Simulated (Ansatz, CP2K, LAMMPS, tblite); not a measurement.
# Running amorphous poly(vinyl fluoride) (as short chains C22F10H36) at 300 K (136 atoms) with CP2K, part 3 of 3

Wanted: CP2K inputs and outputs for amorphous poly(vinyl fluoride) (as short chains C22F10H36) at 300 K (136 atoms), checked against a plane-wave reference.

Program: CP2K 2026.2; the method stands at each step. Banners, paths, timers and routine set-up lines are dropped from the logs unmarked, and long logs keep their key lines alone; longer cuts are marked.

So far. Step 6 (PBE, DZVP-MOLOPT-SR, 600/50 Ry, OT DIIS): Against the first run (15 %), the force difference from the reference is 15 %, at 1.7 times the CPU time (34 SCF steps against 17): another solver or mixer reaches the same state. Step 7 (PBE, DZVP-MOLOPT-SR, 420/50 Ry, diagonalisation): Against the first run (15 %), the force difference from the reference is 17 %, at 0.82 times the CPU time (on 2 against 4 cores): the grid matters here.

**8. PBE, DZVP-MOLOPT-SR, 210/50 Ry, diagonalisation**

Method: Kohn-Sham DFT, PBE, GTH-PBE pseudopotentials, Gaussian and plane waves, DZVP-MOLOPT-SR-GTH, diagonalisation.

input.inp reads:

```
&GLOBAL
  PROJECT cell
  RUN_TYPE ENERGY_FORCE
  PRINT_LEVEL LOW
&END GLOBAL
&FORCE_EVAL
  METHOD QS
  STRESS_TENSOR ANALYTICAL
  &DFT
    BASIS_SET_FILE_NAME BASIS_MOLOPT
    POTENTIAL_FILE_NAME GTH_POTENTIALS
    &MGRID
      CUTOFF 210
      REL_CUTOFF 50
    &END MGRID
    &QS
      EPS_DEFAULT 1.0E-12
    &END QS
    &SCF
      SCF_GUESS ATOMIC
      EPS_SCF 1.0E-06
      MAX_SCF 200
      ADDED_MOS 17
      &DIAGONALIZATION
        ALGORITHM STANDARD
      &END DIAGONALIZATION
      &SMEAR ON
        METHOD FERMI_DIRAC
        ELECTRONIC_TEMPERATURE [K] 580
      &END SMEAR
      &MIXING
        METHOD BROYDEN_MIXING
        ALPHA 0.3
        NBROYDEN 8
      &END MIXING
      &PRINT
        &RESTART OFF
        &END RESTART
      &END PRINT
    &END SCF
    &XC
      &XC_FUNCTIONAL PBE
      &END XC_FUNCTIONAL
    &END XC
    &PRINT
      &MULLIKEN ON
      &END MULLIKEN
      &HIRSHFELD ON
        SHAPE_FUNCTION DENSITY
      &END HIRSHFELD
      &MO ON
        EIGENVALUES T
        OCCUPATION_NUMBERS T
        MO_INDEX_RANGE 183 206
        &EACH
          QS_SCF 0
        &END EACH
        ADD_LAST NUMERIC
      &END MO
    &END PRINT
  &END DFT
  &SUBSYS
    &CELL
      A 10.78108 0.00000 0.00000
      B 0.00000 10.78108 0.00000
      C 0.00000 0.00000 10.78108
    &END CELL
    &COORD
      SCALED
[... 136 atom lines left out: the same atoms as in the first run ...]
    &END COORD
    &KIND C
      BASIS_SET DZVP-MOLOPT-SR-GTH-q4
      POTENTIAL GTH-PBE-q4
    &END KIND
    &KIND F
      BASIS_SET DZVP-MOLOPT-SR-GTH-q7
      POTENTIAL GTH-PBE-q7
    &END KIND
    &KIND H
      BASIS_SET DZVP-MOLOPT-SR-GTH-q1
      POTENTIAL GTH-PBE-q1
    &END KIND
  &END SUBSYS
  &PRINT
    &FORCES ON
    &END FORCES
    &STRESS_TENSOR ON
    &END STRESS_TENSOR
  &END PRINT
&END FORCE_EVAL
```

The run is started by

```sh
$ OMP_NUM_THREADS=2 cp2k.psmp -i input.inp > output.txt
```

Numbers of over 12 decimals in the logs are rounded to 6 here.

The program printed:

```text
CP2K| version string:                                       CP2K version 2026.2
 CP2K| Input file name                                                 input.inp
 GLOBAL| Basis set file name                                        BASIS_MOLOPT
 GLOBAL| Potential file name                                      GTH_POTENTIALS
 GLOBAL| Run type                                                   ENERGY_FORCE
 GLOBAL| Total number of message passing processes                             1
 GLOBAL| Number of threads for this process                                    2
[... lines left out ...]
                        Smear method:                                FERMI_DIRAC
[... lines left out ...]
 Number of electrons:                                                        388
[... lines left out ...]
  Step     Update method      Time    Convergence         Total energy    Change
[... lines left out ...]
  *** SCF run converged in    17 steps ***
[... lines left out ...]
  Fermi energy:                                                 0.152823
  Total energy:                                              -777.900330
  Total energy (extrapolated to T->0):                       -777.900330
[... lines left out ...]
 MO| E(Fermi):            0.152823 a.u.          4.158529 eV
[... lines left out ...]
    136       H      3       1.000          0.957                         0.043
  Total Charge                                                            0.000
 !-----------------------------------------------------------------------------!
 ENERGY| Total FORCE_EVAL ( QS ) energy [hartree]           -777.900350
 FORCES| Atomic forces [hartree/bohr]
 FORCES|   Atom     x               y               z               |f|
 FORCES|      1 -4.12407812E-02 -1.81081195E-02  1.05780789E-02   4.62666379E-02
 FORCES|      2  2.89838080E-02  2.37940536E-02 -1.43384310E-02   4.01473376E-02
 FORCES|      3 -2.96992099E-02  3.35409858E-02  4.23711412E-02   6.16632338E-02
[...]
FORCES|    135 -3.48109261E-02  4.17697031E-02  5.56637232E-02   7.78136155E-02
 FORCES|    136 -7.78243715E-03  9.15464861E-03 -2.25205629E-03   1.22247976E-02
 FORCES| Sum    -9.54806945E-02  1.60207792E-01  1.37631365E-01
 FORCES| Total atomic force                                       2.31787602E-01
 STRESS| Analytical stress tensor [bar]
 STRESS|                        x                   y                   z
 STRESS|      x        7.38081341446E+04  -2.75251492467E+03   7.59831615873E+03
 STRESS|      y       -2.75251492467E+03   6.55024050718E+04   8.22696625553E+03
 STRESS|      z        7.59831615873E+03   8.22696625553E+03   5.90459684563E+04
 STRESS| 1/3 Trace                                             6.61188358909E+04
```

Elapsed: 2.4 min, on 2 threads of Arm Neoverse V2, shared host; peak memory 0.94 GiB.

Compared with the plane-wave run:

```
r.m.s. force component                           : 1.303 eV/Å
r.m.s. difference of force components            : 676.6 meV/Å
longest difference of force vectors              : 4110 meV/Å
force difference over r.m.s. force               : 68.32 %
slope of forces against the reference's          : 1.132
correlation of force components                  : 0.8607
gap (highest filled to lowest empty level) : 7.314 eV
gap difference                                   : 1.147 eV
pressure                                         : 6.612 GPa
pressure difference                              : 0.8127 GPa
energy less the same-level run's                 : -9.325 meV/atom
r.m.s. force difference from the same-level run  : 650.8 meV/Å
```

This is a coarse setting, run to see what it loses.

Against the first run (15 %), the force difference from the reference is 68 %, at 0.76 times the CPU time (on 2 against 4 cores): the grid matters here.

The difference per atom is largest on F (3.0 eV/Å on average, against 0.26 on C). The forces add up to 12 eV/Å instead of zero, usually a sign of too coarse a grid.

**9. PBE, SZV-MOLOPT-SR, 600/50 Ry, TC2 filter 1e-07, SCF 1e-07**

Method: Kohn-Sham DFT, PBE, GTH-PBE pseudopotentials, Gaussian and plane waves, SZV-MOLOPT-SR-GTH, linear-scaling purification of the density matrix.

input.inp reads:

```
&GLOBAL
  PROJECT cell
  RUN_TYPE ENERGY_FORCE
  PRINT_LEVEL LOW
&END GLOBAL
&FORCE_EVAL
  METHOD QS
  STRESS_TENSOR ANALYTICAL
  &DFT
    BASIS_SET_FILE_NAME BASIS_MOLOPT
    POTENTIAL_FILE_NAME GTH_POTENTIALS
    &MGRID
      CUTOFF 600
      REL_CUTOFF 50
      NGRIDS 5
    &END MGRID
    &QS
      EPS_DEFAULT 1.0E-10
      LS_SCF T
    &END QS
    &LS_SCF
      PURIFICATION_METHOD TC2
      EPS_FILTER 1.0E-07
      EPS_SCF 1.0E-07
      MAX_SCF 60
      S_PRECONDITIONER ATOMIC
      MIXING_FRACTION 0.45
      REPORT_ALL_SPARSITIES F
    &END LS_SCF
    &XC
      &XC_FUNCTIONAL PBE
      &END XC_FUNCTIONAL
    &END XC
    &PRINT
      &MULLIKEN ON
      &END MULLIKEN
    &END PRINT
  &END DFT
  &SUBSYS
    &CELL
      A 10.78108 0.00000 0.00000
      B 0.00000 10.78108 0.00000
      C 0.00000 0.00000 10.78108
    &END CELL
    &TOPOLOGY
      COORD_FILE_NAME structure.xyz
      COORD_FILE_FORMAT XYZ
    &END TOPOLOGY
    &KIND C
      BASIS_SET SZV-MOLOPT-SR-GTH-q4
      POTENTIAL GTH-PBE-q4
    &END KIND
    &KIND F
      BASIS_SET SZV-MOLOPT-SR-GTH-q7
      POTENTIAL GTH-PBE-q7
    &END KIND
    &KIND H
      BASIS_SET SZV-MOLOPT-SR-GTH-q1
      POTENTIAL GTH-PBE-q1
    &END KIND
  &END SUBSYS
  &PRINT
    &FORCES ON
    &END FORCES
    &STRESS_TENSOR ON
    &END STRESS_TENSOR
  &END PRINT
&END FORCE_EVAL
```

structure.xyz reads:

```xyz
136

C 2.48784 3.79009 1.28564
C 3.62654 3.17460 2.03762
C 4.60169 2.43642 1.00835
F 3.90685 1.38709 0.48806
C 5.74394 1.86815 1.69608
C 6.82065 2.95175 1.86782
F 6.33669 4.06005 2.51533
C 7.83364 2.30176 2.79618
C 8.62141 3.41706 3.53285
F 9.48325 2.86108 4.50929
C 9.39291 4.38078 2.69743
C 8.99023 5.85768 3.05396
F 9.61715 6.65052 2.13972
C 9.42439 6.26036 4.48320
C 9.26720 7.72594 4.78389
F 10.23847 8.34067 4.08042
C 7.97865 8.39286 4.24333
C 7.96495 9.87752 4.62605
F 9.18688 10.42477 4.29820
C 7.63236 9.94932 6.13821
[... 112 atom lines left out ...]
H 3.20295 8.30488 4.77893
H 2.48957 7.39108 6.85170
H 1.59366 8.79876 7.14592
H 1.19336 7.72896 5.77370
```

The program printed:

```text
CP2K| version string:                                       CP2K version 2026.2
 CP2K| Input file name                                                 input.inp
 GLOBAL| Basis set file name                                        BASIS_MOLOPT
 GLOBAL| Potential file name                                      GTH_POTENTIALS
 GLOBAL| Run type                                                   ENERGY_FORCE
 GLOBAL| Total number of message passing processes                             1
 GLOBAL| Number of threads for this process                                    2
 TOTAL NUMBERS AND MAXIMUM NUMBERS
  Total number of            - Atomic kinds:                                   3
                             - Atoms:                                        136
[... lines left out ...]
 Re-scaling the density matrix to get the right number of electrons
[... lines left out ...]
 SCF run converged in     7 steps.
 !-----------------------------------------------------------------------------!
                     Mulliken Population Analysis
 #  Atom  Element  Kind  Atomic population                           Net charge
       1     C        1          4.295664                             -0.295664
       2     C        1          4.180304                             -0.180304
       3     C        1          3.860883                              0.139117
[...]
135     H        3          0.863314                              0.136686
     136     H        3          0.884382                              0.115618
 # Total charge                            388.000001                 -0.000001
 !-----------------------------------------------------------------------------!
 ENERGY| Total FORCE_EVAL ( QS ) energy [hartree]           -775.973640
 FORCES| Atomic forces [hartree/bohr]
 FORCES|   Atom     x               y               z               |f|
 FORCES|      1 -6.61754143E-02 -1.80322369E-02  1.74071677E-03   6.86103281E-02
 FORCES|      2  3.88274965E-02  2.96457221E-02  6.14757249E-03   4.92365309E-02
 FORCES|      3 -6.31289183E-03  1.07977502E-01  6.31938945E-02   1.25269557E-01
[...]
FORCES|    135 -4.02172228E-02  4.66859352E-02  6.00250267E-02   8.60232840E-02
 FORCES|    136 -4.35916010E-03  1.63294472E-02  1.11492221E-03   1.69380097E-02
 FORCES| Sum     8.31893316E-03  1.41787789E-02 -2.75644661E-02
 FORCES| Total atomic force                                       3.20942707E-02
 STRESS| Analytical stress tensor [bar]
 STRESS|                        x                   y                   z
 STRESS|      x        1.52272690983E+05   7.84190104405E+03   2.30764434194E+04
 STRESS|      y        7.84190104405E+03   1.21473810383E+05   8.97702273415E+03
 STRESS|      z        2.30764434194E+04   8.97702273415E+03   1.36589069807E+05
 STRESS| 1/3 Trace                                             1.36778523724E+05
```

Wall time 50 s (2 threads); peak memory 1.6 GiB; 92 s of CPU time.

Against the reference:

| Item | Value |
| --- | --- |
| r.m.s. force component | 2.27 eV/Å |
| r.m.s. difference of force components | 1579 meV/Å |
| longest difference of force vectors | 6166 meV/Å |
| force difference over r.m.s. force | 159.4 % |
| slope of forces against the reference's | 1.857 |
| correlation of force components | 0.81 |
| pressure | 13.68 GPa |
| pressure difference | 7.879 GPa |
| energy less the same-level run's | -0.0018 meV/atom |
| r.m.s. force difference from the same-level run | 0.762 meV/Å |

This is a coarse setting, run to see what it loses.

Against the first run (15 %), the force difference from the reference is 159 %, at 0.26 times the CPU time (on 2 against 4 cores) (7 SCF steps against 17).

The forces add up to 1.7 eV/Å instead of zero, usually a sign of too coarse a grid.

**10. All runs compared**

Differences are against the plane-wave reference, forces as r.m.s. over components; share is that over the reference's r.m.s. force, slope the least-squares factor from reference forces to these. Total energies of different programs have different zeros and aren't compared.

```
                                                                     run  Δ force, r.m.s. (meV/Å)  share (%)  slope  Δ pressure (GPa)  Δ gap (eV)  cores  CPU time  memory (GiB)
                                                               reference                        -          -      -                 -           -      4      51 s           1.5
                    CP2K PBE, DZVP-MOLOPT-SR, 600/50 Ry, diagonalisation                      150       15.1  1.075             0.652        1.16      4   5.9 min           4.0
                                          CP2K GFN1-xTB, diagonalisation                      396       40.0  0.771             -3.66           -      1     6.2 s          0.25
             CP2K PBE+rVV10L, DZVP-MOLOPT-SR, 600/50 Ry, diagonalisation                      153       15.5  1.081             0.209        1.07      2    10 min           5.8
            CP2K PBE, SZV-MOLOPT-SR, 600/50 Ry, diagonalisation (coarse)                     1578        159  1.856              7.88        2.87      2   3.2 min           2.9
                            CP2K PBE, DZVP-MOLOPT-SR, 600/50 Ry, OT DIIS                      150       15.1  1.075             0.652        1.15      4    10 min           2.7
           CP2K PBE, DZVP-MOLOPT-SR, 420/50 Ry, diagonalisation (coarse)                      165       16.7  1.072             0.715        1.15      2   4.8 min           1.9
           CP2K PBE, DZVP-MOLOPT-SR, 210/50 Ry, diagonalisation (coarse)                      677       68.3  1.132             0.813        1.15      2   4.5 min          0.94
CP2K PBE, SZV-MOLOPT-SR, 600/50 Ry, TC2 filter 1e-07, SCF 1e-07 (coarse)                     1579        159  1.857              7.88           -      2      92 s           1.6
```

Rows marked coarse were listed beforehand as settings not expected to be converged; some can still land near the reference.

CPU time is summed over cores on a shared host, where runs went side by side, so it is rough. Symmetry, cutoffs, thresholds, outputs and thread counts weren't matched or tuned between programs; memory under MPI is the largest rank's times the ranks.

Mean charges by element (e), by run and scheme:

```
                                                        run     scheme      C      F      H
                                                  reference     Löwdin  -0.08  -0.29  +0.19
       CP2K PBE, DZVP-MOLOPT-SR, 600/50 Ry, diagonalisation   Mulliken  -0.06  -0.16  +0.08
       CP2K PBE, DZVP-MOLOPT-SR, 600/50 Ry, diagonalisation  Hirshfeld  -0.03  -0.06  +0.04
                             CP2K GFN1-xTB, diagonalisation   Mulliken  +0.06  -0.29  +0.05
CP2K PBE+rVV10L, DZVP-MOLOPT-SR, 600/50 Ry, diagonalisation   Mulliken  -0.06  -0.16  +0.08
CP2K PBE+rVV10L, DZVP-MOLOPT-SR, 600/50 Ry, diagonalisation  Hirshfeld  -0.03  -0.06  +0.04
               CP2K PBE, DZVP-MOLOPT-SR, 600/50 Ry, OT DIIS   Mulliken  -0.06  -0.16  +0.08
               CP2K PBE, DZVP-MOLOPT-SR, 600/50 Ry, OT DIIS  Hirshfeld  -0.03  -0.06  +0.04
       CP2K PBE, DZVP-MOLOPT-SR, 420/50 Ry, diagonalisation   Mulliken  -0.06  -0.16  +0.08
       CP2K PBE, DZVP-MOLOPT-SR, 420/50 Ry, diagonalisation  Hirshfeld  -0.03  -0.06  +0.04
```

The reference's Löwdin charges lack the electrons that the projection spills, 0.030 e an atom on average.

Within one program, basis, potentials and functional, energies share a zero. Each run against its twin at the usual cutoff or grid and solver:

```
                                                            run                                        twin  Δ energy (meV/atom)  Δ force, r.m.s. (meV/Å)         CPU time over the twin's
                   CP2K PBE, DZVP-MOLOPT-SR, 600/50 Ry, OT DIIS  DZVP-MOLOPT-SR, 600/50 Ry, diagonalisation               3.0e-4                     0.14                              1.7
           CP2K PBE, DZVP-MOLOPT-SR, 420/50 Ry, diagonalisation  DZVP-MOLOPT-SR, 600/50 Ry, diagonalisation                -1.53                      108  0.82 (this twin ran on 4 cores)
           CP2K PBE, DZVP-MOLOPT-SR, 210/50 Ry, diagonalisation  DZVP-MOLOPT-SR, 600/50 Ry, diagonalisation                -9.33                      651  0.76 (this twin ran on 4 cores)
CP2K PBE, SZV-MOLOPT-SR, 600/50 Ry, TC2 filter 1e-07, SCF 1e-07   SZV-MOLOPT-SR, 600/50 Ry, diagonalisation              -0.0018                    0.762                             0.48
```

**11. What came out**

```yaml
nearest_in_forces: a tie at 15 % of 3 runs: CP2K PBE, DZVP-MOLOPT-SR, 600/50 Ry, diagonalisation; CP2K PBE+rVV10L, DZVP-MOLOPT-SR, 600/50 Ry, diagonalisation; CP2K PBE, DZVP-MOLOPT-SR, 600/50 Ry, OT DIIS
```

What this shows: The PBE runs in local orbitals, coarse settings apart, differ by 15 % in each run; basis, grid and potentials can all enter. Tight binding differs by 40 % (CP2K GFN1-xTB, diagonalisation); it is another model, with fitted parameters of its own, and the xTB methods hold dispersion. Rows with another functional or a dispersion term differ by 15 % (CP2K PBE+rVV10L, DZVP-MOLOPT-SR, 600/50 Ry, diagonalisation), which mixes the change of model with differences of basis and potentials. Runs with settings chosen to be coarse differ by 17 % (CP2K PBE, DZVP-MOLOPT-SR, 420/50 Ry, diagonalisation) to 159 % (CP2K PBE, SZV-MOLOPT-SR, 600/50 Ry, TC2 filter 1e-07, SCF 1e-07), their programs' other errors included. One electronic-structure run takes under half the reference's CPU time: CP2K GFN1-xTB, diagonalisation, at 40 % in 6.2 s against 51 s; its pressure misses by -3.7 GPa. At the same functional, gaps differ from the reference's 6.17 eV by between +1.15 and +2.87 eV. A likely cause of the wide gaps: compact atomic orbitals describe empty levels worse than filled ones. In pressure, CP2K PBE, SZV-MOLOPT-SR, 600/50 Ry, diagonalisation misses by +7.9 GPa, at the same functional. Charges hang on model, scheme and program or settings: among these rows the mean for F runs from -0.29 to -0.06 e. Periodic xTB results under one method name differ between programs and library versions. The network of contacts between molecules at the start is that of the classical potential that made the cell, and needn't be the one that DFT or experiment would give. The reference's PBE has no dispersion term, which matters for the binding between molecules or layers. The density was typed from a rule of thumb and may lie off the real one at this temperature. The electronic-structure runs sample only Γ, in a cell whose shortest periodic width is 11 Å.

[Also dropped from logs without a mark: logging warnings of Python, and SIESTA's first energy breakdown and zero terms.]

[Logs are printed without paths, hosts, clocks, repeated set-up lines and the standing remarks that a program may print on its own settings, such as how far it seeks lower states.]

[Hosts, paths, dates, database ids (printed as entryN), source tags and the programs' standing remarks are cut or masked in the printed files.]
